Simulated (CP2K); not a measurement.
Consider methoxyacetaldehyde at its PBE geometry (Å).

```xyz
11

C    -1.4990    0.3678    0.0842
O    -0.5305   -0.2884    0.9100
C     0.7968    0.0564    0.5525
C     1.2614   -0.6836   -0.6884
O     2.2508   -0.3764   -1.3262
H    -1.4256    1.4650    0.1861
H    -2.4849    0.0353    0.4270
H    -1.3800    0.1031   -0.9815
H     1.4459   -0.2548    1.3878
H     0.9325    1.1446    0.4124
H     0.6326   -1.5690   -0.9638
```

Method: CP2K XAS_TDP, all-electron GAPW, PBEh(45%), aug-cc-pVDZ, TDA, GW2X-corrected core level, no relativity.

Question: Predict the bright core excitations at the O K edge.

Leading lines: O2 536.71 eV and O5 531.45 eV. The leading line of an atom is its first one with 35 % of the strongest within 2.5 eV of its lowest line over the strength cut. Core ionisation energies at this level: O2 538.76 and O5 538.43 eV.

The first six lines of each atom with a strength over 0.0015:

| atom | energy (eV) | states | strength, one atom | above the computed threshold |
| --- | --- | --- | --- | --- |
| O2 (bonded to 2 C) | 535.78 | 1 | 0.0058 |  |
|  | 536.71 | 1 | 0.0138 |  |
|  | 537.01 | 1 | 0.0023 |  |
|  | 537.56 | 1 | 0.0224 |  |
|  | 537.98 | 1 | 0.0075 |  |
|  | 538.25 | 1 | 0.0108 |  |
| O5 (bonded to C) | 531.45 | 1 | 0.0454 |  |
|  | 538.30 | 1 | 0.0015 |  |
|  | 538.58 | 1 | 0.0024 | yes |
|  | 538.64 | 1 | 0.0016 | yes |
|  | 539.54 | 1 | 0.0017 | yes |
|  | 539.71 | 1 | 0.0020 | yes |

Lines are vertical, at one geometry, with no vibrational structure. GW2X ionisation energies and lines can be off by 1 to 2 eV either way, and a good line position may hide errors that cancel. These values hold no scalar relativity, about 0.4 eV for O 1s. Rydberg lines, and the discretised continuum above threshold, depend on the basis and the box.

[Banner, clock and machine lines of the logs are left out without a mark of their own.]

[Logs are printed without paths, hosts, clocks, repeated set-up lines and the standing remarks that a program may print on its own settings, such as how far it seeks lower states.]

[Hosts, paths, dates, database ids (printed as entryN), source tags and the programs' standing remarks are cut or masked in the printed files.]
